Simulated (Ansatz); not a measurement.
# Tunnelling across a broken Na chain: predicting one gap

How it was computed: Ansatz 0.2.0, plane waves with PAW datasets at the program's default cutoffs, Fermi-Dirac smearing of 0.05 eV, chains in boxes 7.5 Å wide or more, moments seeded when the perfect chain is relaxed. PBE, no spin-orbit coupling; one bond is opened by s Å beyond its relaxed length, the other atoms of a straight cell of 12 kept, without spin, and the conductance taken at 300 K.

```
   run  G (G₀)  largest error term (%)    s     ln G
+1.8 Å   0.619                       0  1.8  −0.4796
+2.5 Å  0.3447                       0  2.5   −1.065
+3.3 Å  0.1306                       0  3.3   −2.035
```

One run is withheld: run = +4.2 Å, with s = 4.2. Fit a straight line ln G = a + b × s to the 3 rows shown and predict it.

**Fit.** The means are 2.533 for s and −1.193 for ln G. The sum of products of deviations is −1.173 and the sum of squares in s is 1.127, so b = −1.173 / 1.127 = −1.041 and a = −1.193 − (−1.041) × 2.533 = 1.445. The residuals' standard deviation, with 1 degree of freedom, is σ = 0.11.

**Prediction.** ln G = 1.445 + (−1.041) × 4.2 = −2.929, that is 0.0535 G₀. The run gave 0.0369 G₀ (ln G = −3.299), so the prediction less the run is +0.37. The standard error of a prediction there, σ√(1 + 1/3 + (4.2 − 2.533)²/1.127), is 0.22, and the miss is 1.7 times that, for a point outside the fitted range. With so few rows σ is itself uncertain.

Caveats: Between neighbouring runs the slope of ln G lies between −1.40 and −0.84 per Å, so one exponential is an approximation; it is flattest at the narrowest gap, nearest to contact. Error terms (up to 1 %, withheld run included) bound how much a small miss can mean. Broken ends may want a moment where none was allowed. No image potential, spin-orbit coupling or relaxation; a bent or dimerised chain may be lower in energy. Series of this kind are told only where this holds: one magnetic state in all runs, error terms under 60 %, and the runs' own leads conduct as the perfect chain does. 36 of 42 did.

[Logs are printed without paths, hosts, clocks, repeated set-up lines and the standing remarks that a program may print on its own settings, such as how far it seeks lower states.]
